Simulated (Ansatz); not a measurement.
# Calculated records

```json
{"subject": "Quasiparticle gap of Si3N4 (P6_3/m)", "lattice_ang": [[7.6044, 0.0, 0.0], [-3.8022, 6.5856, 0.0], [0.0, 0.0, 2.9063]], "atoms": [["Si", 0.7685, 0.1746, 0.25], ["Si", 0.5939, 0.7685, 0.75], ["Si", 0.8254, 0.5939, 0.25], ["Si", 0.2315, 0.8254, 0.75], ["Si", 0.4061, 0.2315, 0.25], ["Si", 0.1746, 0.4061, 0.75], ["N", 0.0305, 0.3302, 0.25], ["N", 0.7003, 0.0305, 0.75], ["N", 0.6698, 0.7003, 0.25], ["N", 0.9695, 0.6698, 0.75], ["N", 0.2997, 0.9695, 0.25], ["N", 0.3302, 0.2997, 0.75], ["N", 0.6667, 0.3333, 0.25], ["N", 0.3333, 0.6667, 0.75]], "method": "DFT, PBE, plane waves, PAW; PAW set soft_1 (and 1 further level or step)", "program": "Ansatz 0.2.0", "settings_of_one_run": "cutoff 420 eV, 6×6×8 k-mesh, smearing width 0.02 eV, PAW set soft 1", "cost": "2 runs, 97 s in all on 1 × NVIDIA H100 80GB HBM3 (shared by 6 runs) with 2 threads of AMD EPYC 7R13 (Zen 3), shared host (the runs of this entry)", "notes": "The cell and positions come from the Crystallography Open Database and are kept as given unless a step says otherwise. From 163 bands and 54 eV to 830 bands and 180 eV the gap moves by 6.096 − 5.752 = +0.344 eV (rung by rung 5.752, 5.921, 6.096 eV); bands and screening cutoff rise together, so their parts are not told apart. A line in one over the bands through the two highest rungs gives 6.096 + (6.096 − 5.921) × 402 / (830 − 402) = 6.260 eV, and through the pair below 5.921 + (5.921 − 5.752) × 163 / (402 − 163) = 6.036 eV. The two differ by 0.224 eV, not under the 0.030 eV asked, so the law does not hold well over these rungs and the limit is not known. With the 3×3×4 mesh in place of the 3×3×6 mesh and all else as in the G0W0@PBE row with 402 bands, the gap differs by 6.010 − 5.921 = +0.089 eV, and that of the start by 4.394 − 4.324 = +0.070 eV; an edge lies at another k point, so this need not be the shift of one pair of states.", "results": {"pbe_gap_over_mesh_and_path": "4.327 eV, from k = (0.000, 0.000, 0.150) to k = Γ", "g0w0_pbe_gap_over_10_of_12_irreducible_mesh_points": "6.096 eV, from k = (0.000, 0.000, 0.167) to k = Γ", "gw_settings": "3×3×6 mesh, 798 empty bands, screening to 180 eV, PAW set soft_1 files", "known_limits": "finite bands, screening cutoff and k mesh; no spin-orbit coupling in G0W0"}}
```

[Paths, hosts, dates, memory and timing lines, banners, echoed tables and standing remarks are left out of the program output.]

[Logs are printed without paths, hosts, clocks, repeated set-up lines and the standing remarks that a program may print on its own settings, such as how far it seeks lower states.]

[Runs of the session that timed out or met a known fault of the program may be left out.]

[Cells called generated may have been cut or substituted from an entry of the Crystallography Open Database or the Materials Project.]

[Hosts, paths, dates, database ids (printed as entryN), source tags and the programs' standing remarks are cut or masked in the printed files.]
